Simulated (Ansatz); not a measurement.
**H_i (bond centre, by N) in Be3N2 (P6_3/mmc): charge-transition levels and formation energies**

Wanted: the transition levels of a hydrogen interstitial in Be3N2 (P6_3/mmc), from a cell of 120 host atoms with 1 H put in.

Method: place-levels on PBEsol runs: charge-transition levels and formation energies with image-charge correction and potential alignment at the atomic sites, in Ansatz 0.2.0.

### Step 1. Set-up

The cell holds 121 atoms: 72 Be, 48 N and 1 H. Cell: a = 9.829 Å, b = 9.829 Å, c = 9.710 Å, α = 90.0°, β = 90.0°, γ = 120.0°. It derives from Be3N2 (space group P6_3/mmc). Nearest the centre at fractional (0.500, 0.583, 0.539): H121 at 0.00 Å, Be94 at 0.90 Å, N112 at 0.90 Å, Be42 at 1.82 Å, Be101 at 1.82 Å, Be95 at 2.20 Å, Be6 at 2.20 Å, N54 at 2.20 Å.

The host's dielectric constants go in as inputs: (4.54, 4.54, 5.47) for the electrons alone, (11.71, 11.71, 32.82) with the ions, from a response run on this crystal (DFPT, PBEsol) at that run's own cell.

The cell's shortest repeat is 9.7 Å.

### Step 2. Charge states

A transition level is the Fermi level at which two charge states cost the same, so each charge needs its own total energy, at its own relaxed structure.

Each atom starts 0.05 Å or so off its site in a random direction: a symmetric start keeps its symmetry, and would miss off-centre moves and Jahn–Teller distortions. Forces are taken at one point at (¼, ¼, ¼). The cell holds 1 electron more than the neutral one, with a uniform background that keeps it neutral on the whole.

The sampling was tested on the host first: at the k-points planned (1x1x1 shifted 0.25 0.25 0.25) its energy lies -0.001 eV an atom from the dense-mesh value, under the bound of 0.02 eV set for this test; that bounds the host's error, not the defect's.

One state's input; the others differ in charge, spin, start and seed, and in occupations where the table says so.

Contents of qm1.relax/input.yaml:

```yaml
crystal:
  lattice:
    - [4.25594168, 2.45716908, 0.0]
    - [-4.25594168, 2.45716908, 0.0]
    - [0.0, 0.0, 9.71005664]
  atoms:
    - { symbol: Be, position: [0.0, 0.66666667, 0.07824696] }
    - { symbol: Be, position: [0.33333333, 0.33333333, 0.07824696] }
    - { symbol: Be, position: [0.66666667, 0.0, 0.07824696] }
    - { symbol: Be, position: [0.0, 0.33333333, 0.57824696] }
    - { symbol: Be, position: [0.33333333, 0.0, 0.57824696] }
    - { symbol: Be, position: [0.66666667, 0.66666667, 0.57824696] }
    - { symbol: Be, position: [0.0, 0.33333333, 0.92175304] }
    - { symbol: Be, position: [0.33333333, 0.0, 0.92175304] }
    - { symbol: Be, position: [0.66666667, 0.66666667, 0.92175304] }
    - { symbol: Be, position: [0.0, 0.66666667, 0.42175304] }
    - { symbol: Be, position: [0.33333333, 0.33333333, 0.42175304] }
    - { symbol: Be, position: [0.66666667, 0.0, 0.42175304] }
    - { symbol: Be, position: [0.0, 0.0, 0.25] }
    - { symbol: Be, position: [0.33333333, 0.66666667, 0.25] }
    - { symbol: Be, position: [0.66666667, 0.33333333, 0.25] }
    - { symbol: Be, position: [0.0, 0.0, 0.75] }
    - { symbol: Be, position: [0.33333333, 0.66666667, 0.75] }
    - { symbol: Be, position: [0.66666667, 0.33333333, 0.75] }
    - { symbol: "N", position: [0.0, 0.0, 0.0] }
    - { symbol: "N", position: [0.33333333, 0.66666667, 0.0] }
    - { symbol: "N", position: [0.66666667, 0.33333333, 0.0] }
    - { symbol: "N", position: [0.0, 0.0, 0.5] }
    - { symbol: "N", position: [0.33333333, 0.66666667, 0.5] }
    - { symbol: "N", position: [0.66666667, 0.33333333, 0.5] }
    - { symbol: "N", position: [0.0, 0.66666667, 0.25] }
    - { symbol: "N", position: [0.33333333, 0.33333333, 0.25] }
    - { symbol: "N", position: [0.66666667, 0.0, 0.25] }
    - { symbol: "N", position: [0.0, 0.33333333, 0.75] }
    - { symbol: "N", position: [0.33333333, 0.0, 0.75] }
    - { symbol: "N", position: [0.66666667, 0.66666667, 0.75] }
  supercell: [2, 2, 1]
  defects:
    - { interstitial: { symbol: H, position: [0.5, 0.583333, 0.539243] } }
total_charge: -1
basis:
  ecutwfc: 420
  xc_grid: 2
hamiltonian:
  xc: pbesol
kpoints:
  mp_grid: { grid: [1, 1, 1], shift: [0.25, 0.25, 0.25] }
scf:
  occupations: { method: fixed }
  max_iter: 60
output:
  forces: true
  charged_corrections:
    epsilon: [4.54, 4.54, 5.47]
    static_epsilon: [11.71, 11.71, 32.82]
relax:
  f_tol: 0.02
  max_steps: 80
  random_displacement: { amplitude: 0.05, seed: 6304 }
checkpoint:
  write: "../qm1.relax.run"
  compress: false
  write_wavefunctions: true
  write_every: 100000
```

On the command line:

```console
$ ansatz run input.yaml --threads 4 --pin off --max-ram 7536MiB --backend cpu --events-out ev --progress --plain --runs-dir out
```

Defect states can disperse in a cell of this size, so the energy is taken again at a 2×2×2 shifted mesh, on the relaxed structure.

The run of this state that the levels use, under PBEsol:

Contents of qm1.point/input.yaml:

```yaml
crystal:
  checkpoint: "../qm1.relax.run"
  host: checkpoint
total_charge: -1
basis:
  ecutwfc: 420
  xc_grid: 2
hamiltonian:
  xc: pbesol
kpoints:
  mp_grid: { grid: [2, 2, 2], shift: [0.5, 0.5, 0.5] }
scf:
  occupations: { method: fermi_dirac, width: 0.01 }
  max_iter: 60
output:
  forces: true
  eigenvalues: true
  charged_corrections:
    epsilon: [4.54, 4.54, 5.47]
    static_epsilon: [11.71, 11.71, 32.82]
    defect_position: [0.5, 0.583333, 0.539243]
  eigenstates: { localisation: true }
  populations: true
  band_densities: [{ bands: [v1, v1] }, { bands: [c1, c1] }]
  write_density: true
  write_potential: true
  volumetric_format: npy
checkpoint:
  read: "../qm1.relax.run"
  write: "../qm1.point.run"
  compress: false
  write_wavefunctions: false
  write_every: 100000
```

Relaxations under PBEsol at one point at (¼, ¼, ¼); times on 4 threads of Arm Neoverse V2, shared host:

```csv
charge,moment (μB),occupations,outcome,steps,largest displacement against the far atoms (Å),time
−1,0,fixed,converged,18,1.67,2.8 min
0,1,fixed,converged,15,1.72,5.7 min
+1,0,fixed,converged,10,1.01,98 s
```

Single points under PBEsol at a 2×2×2 shifted mesh; times on 4 threads of Arm Neoverse V2, shared host:

```csv
charge,moment (μB),occupations,outcome,time
−1,0,fermi-dirac,converged,1.7 min
0,1,fermi-dirac,converged,3.5 min
+1,0,fermi-dirac,converged,1.8 min
```

Distances (Å) from H121 to the nearest atoms after relaxation with PBEsol:

```csv
charge,moment (μB),1.,2.,3.,4.,5.,6.
−1,0,Be 1.40,Be 1.40,Be 1.40,N 2.07,N 2.07,N 2.07
0,1,Be 1.70,Be 1.70,Be 1.70,N 1.98,N 1.98,N 1.98
+1,0,N 1.04,Be 1.79,Be 1.84,Be 1.84,Be 1.84,N 2.19
```

### Step 3. Placing the levels, PBEsol

A charged cell interacts with its images and the background, and its potential has another zero than the host's. place-levels removes the first by a point-charge model, screened by the static dielectric constant since the ions have relaxed around the charge, and the second by comparing potentials at atoms far from the defect.

The host is a run of the defect-free crystal in the same cutoffs, grids and k-points, so that basis and sampling errors cancel in part in the differences. Its band edges come from a run of the primitive cell that searches the zone for them. The host is run in a cell of 30 atoms on a matching mesh. Chemical potentials are energies per atom of H (H2 molecule), run with the same functional and cutoff.

Contents of levels.point.yaml:

```yaml
host:
  run: host.point.run
  levels_from: { run: edges.point.run }
states: [qm1.point.run, q0_M1.point.run, qp1.point.run]
geometry_from:
  qm1.point.run: qm1.relax.run
  q0_M1.point.run: q0_M1.relax.run
  qp1.point.run: qp1.relax.run
  host.point.run: host.relax.run
chemical_potentials:
  H:
    energy: -15.609288
    dataset: "<sha256 of the dataset>"
epsilon: [4.54, 4.54, 5.47]
static_epsilon: [11.71, 11.71, 32.82]
vertical:
  - { from: qm1.point.run, to: qm1.point_neutral.run }
  - { from: qp1.point.run, to: qp1.point_neutral.run }
```

On the command line:

```console
$ ansatz place-levels levels.point.yaml -- --threads 4 --pin off --max-ram 7536MiB
```

Numbers of over 12 decimals in the logs are rounded to 6 here.

Log:

```text
[... repeated set-up lines and file paths are left out, and long positions are rounded to six places ...]
(+1/0) 3.217 eV above the valence edge, 0.031 eV under the conduction edge; not on the lower envelope
(0/-1) 1.367 eV above the valence edge, 1.880 eV under the conduction edge; not on the lower envelope
(+1/-1) 2.292 eV above the valence edge, 0.955 eV under the conduction edge: charges between them are lowest nowhere
formation energy of charge +1: -0.027 eV with the Fermi level at the valence edge
formation energy of charge 0: +3.189 eV with the Fermi level at the valence edge
formation energy of charge -1: +4.557 eV with the Fermi level at the valence edge
vertical -1 to 0: no energy, since no alignment is typed
  the change from vertical[0].from (qm1.point.run) to vertical[0].to (qm1.point_neutral.run): by its potential at epsilon [4.54, 4.54, 5.47] it stands at 0.336 0.502 0.586, with an rms radius of about 3.0 Å (1.7 1.7 1.8 Å across the planes of the cell's [...]
vertical +1 to 0: no energy, since no alignment is typed
  the change from vertical[1].from (qp1.point.run) to vertical[1].to (qp1.point_neutral.run): by its potential at epsilon [4.54, 4.54, 5.47] it stands at 0.502 0.505 0.649, with an rms radius of about 6.8 Å (3.6 3.6 4.6 Å across the planes of the cell's [...]
  edges by pbesol of host.levels_from (edges.point.run), its mesh sampled to repeats of 29.13 Å (the valence edge +0.143 eV and the conduction edge -0.627 eV from those of the host's own run), gap 3.247 eV; the host is sampled to repeats of 19.66 Å
  the defect's cells are sampled to repeats of 19.66 Å, like sampling
  charge +1: -24830.2547 eV with its correction of +0.129 eV, at epsilon [11.71, 11.71, 32.82], aligned at sites: +0.0045 eV, mean over 51 atomic sites at or beyond 4.86 Å from the defect at [0.5000, 0.5833, 0.5392], with -0.001512 for the charge's moments [...]
  charge 0: +0.000 eV for its dipole among its images, +0.138 omitted
  charge -1: -24809.7609 eV with its correction of +0.228 eV, at epsilon [11.71, 11.71, 32.82], aligned at sites: -0.1039 eV, mean over 51 atomic sites at or beyond 4.86 Å from the defect at [0.5000, 0.5833, 0.5392], with -0.140780 for the charge's moments [...]
  of states[2] (qp1.point.run): it parts from the run at its places by a charge that spreads by about 4.6 Å along one vector (1.7 Å or more is wide), by its potential at epsilon [4.54, 4.54, 5.47], taken for that of held ions (one typed too small widens it), [...]
  of states[1] (q0_M1.point.run): the far atoms show a dipole or second moment of the defect's charge, for which the correction takes or leaves out 0.138 eV: further moments aren't read, and the relaxed atoms' own pattern can pass for one, so compare a larger [...]
  of states[0] (qm1.point.run): it parts from the run at its places by a charge that spreads by about 1.7 Å along one vector (1.5 Å or more is wide), by its potential at epsilon [4.54, 4.54, 5.47], taken for that of held ions (one typed too small widens it), [...]
  of vertical[0].from (qm1.point.run): its displacements don't fall off away from the defect: farther atoms stand 0.021 Å off the host's places. [...]
  vertical[0].to (qm1.point_neutral.run): levels filled in part (TS 0.006 eV): its energy is of no whole electron's
  of vertical[0].to (qm1.point_neutral.run): its displacements don't fall off away from the defect: farther atoms stand 0.021 Å off the host's places. [...]
  of vertical[1].from (qp1.point.run): its displacements don't fall off away from the defect: farther atoms stand 0.016 Å off the host's places. [...]
  vertical[1].to (qp1.point_neutral.run): levels filled in part (TS 0.006 eV): its energy is of no whole electron's
  of vertical[1].to (qp1.point_neutral.run): its displacements don't fall off away from the defect: farther atoms stand 0.016 Å off the host's places. [...]
```

Run time: 0.39 s. Hardware: 4 threads of Arm Neoverse V2, shared host.

Under PBEsol the gap is 3.25 eV, (+1/0) 3.22, (0/−1) 1.37 eV; the steps are inverted, so the lowest state changes at (+1/−1) 2.29 eV.

Levels between the charges placed, in eV above the valence top:

```csv
,gap (eV),(+1/0),(0/−1)
PBEsol,3.25,3.22,1.37
```

Corrections by state:

```csv
charge,moment (μB),image terms and alignment (eV),band filling (eV),ε used,"over the lowest of its charge, as the program ranks them, band filling apart (eV)"
+1,0.0,0.129,-,"principal values (11.71, 11.71, 32.82)",0.000
0,1.0,0.000,-,-,0.000
−1,0.0,0.228,-,"principal values (11.71, 11.71, 32.82)",0.000
```

The charged structures listed were also run neutral, and place-levels reads from each pair, by the potential or the spins, how wide the charge is by which they differ; that can be the carrier of either run.

```csv
charge,rms radius (Å),spread where it is widest against the cell (Å),wide from (Å),reading
+1,6.8,4.58,1.68,wide
−1,3.0,1.67,1.47,wide
```

The neutral runs of these pairs need not share the spin of the lowest neutral state, and very wide values only mean spread over the cell.

From the program's caveats on the states, each cut to its opening words:

- charge +1: it parts from the run at its places by a charge that spreads by about 4.6 Å along one vector (1.7 Å or more is wide), by its potential at epsilon [4.54, 4.54, [...]
- charge +1: its displacements don't fall off away from the defect: farther atoms stand 0.016 Å off the host's places
- charge 0 (1 μB): the far atoms show a dipole or second moment of the defect's charge, for which the correction takes or leaves out 0.138 eV: further moments aren't read, and [...]
- charge 0 (1 μB): its displacements don't fall off away from the defect: farther atoms stand 0.012 Å off the host's places
- charge −1: it parts from the run at its places by a charge that spreads by about 1.7 Å along one vector (1.5 Å or more is wide), by its potential at epsilon [4.54, 4.54, [...]
- charge −1: the far atoms show a dipole or second moment of the defect's charge, for which the correction takes or leaves out 0.141 eV: further moments aren't read, and [...]
- charge −1: its displacements don't fall off away from the defect: farther atoms stand 0.021 Å off the host's places

The host's formation energy from the elements is -1.122 eV per atom; it sets how far the chemical potentials can move.

Limit set by the element alone; other compounds of these elements are not counted. Chemical potentials from the elements' reference states: Be 0.00 eV, N -2.81 eV, H 0.00 eV. Formation energies (Be-rich), with the Fermi level at the valence top and at the conduction bottom (gap 3.25 eV):

```csv
charge,at valence top (eV),at conduction bottom (eV),correction included (eV)
+1,-0.03,3.22,0.13
0,3.19,3.19,0.00
−1,4.56,1.31,0.23
```

(Fermi level (eV), lowest formation energy (eV)): (0.00, -0.03), (0.29, 0.27), (0.59, 0.56), (0.88, 0.86), (1.18, 1.15), (1.47, 1.45), (1.77, 1.75), (2.07, 2.04), (2.36, 2.19), (2.66, 1.90), (2.95, 1.60), (3.25, 1.31)

Limit set by the element alone; other compounds of these elements are not counted. Chemical potentials from the elements' reference states: N 0.00 eV, Be -1.87 eV, H 0.00 eV. Formation energies (N-rich), with the Fermi level at the valence top and at the conduction bottom (gap 3.25 eV):

```csv
charge,at valence top (eV),at conduction bottom (eV),correction included (eV)
+1,-0.03,3.22,0.13
0,3.19,3.19,0.00
−1,4.56,1.31,0.23
```

Fermi level (eV), lowest formation energy (eV) and a bar from the least value:
```
     0.00      -0.03 
     0.29       0.27 ####
     0.59       0.56 ########
     0.88       0.86 ############
     1.18       1.15 ################
     1.47       1.45 ####################
     1.77       1.75 ########################
     2.07       2.04 ############################
     2.36       2.19 ##############################
     2.66       1.90 ##########################
     2.95       1.60 ######################
     3.25       1.31 ##################
```

(Part 1 of 2 ends here.)

[Logs are printed without paths, hosts, clocks, repeated set-up lines and the standing remarks that a program may print on its own settings, such as how far it seeks lower states.]

[Hosts, paths, dates, database ids (printed as entryN), source tags and the programs' standing remarks are cut or masked in the printed files.]

[Where a table of states has a column of steps, it counts the stored structures, which are thinned; the runs took as many ionic steps or more.]

[A defect's name tells the site on which it was built; relaxed atoms can leave that site.]

[For some hosts the program warned that the k-mesh of the response run may be too coarse for force constants and the static dielectric constant; such warnings are not shown here.]
